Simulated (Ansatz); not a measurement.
Reflectivity of Ta (Im-3m) at normal incidence (Ansatz, PBE, independent particles, with spin-orbit coupling, line width 0.1 eV (Gaussian), carrier damping 0.05 eV):

| E (eV) | R (%) |
| --- | --- |
| 1.00 | 95.6 |
| 1.25 | 90.2 |
| 1.50 | 82.2 |
| 1.75 | 68.1 |
| 2.00 | 40.6 |
| 2.25 | 37.0 |
| 2.50 | 40.6 |
| 2.75 | 44.4 |
| 3.00 | 46.6 |
| 3.25 | 48.3 |
| 3.50 | 48.9 |
| 3.75 | 47.9 |
| 4.00 | 45.6 |
| 4.25 | 43.4 |
| 4.50 | 42.2 |
| 4.75 | 42.3 |
| 5.00 | 48.0 |

**Question.** What colour would a polished face show in daylight?

**Answer.** Faintly violet: CIE x = 0.307, y = 0.309, luminous reflectivity 38 % under D65, from the mean over the axes.
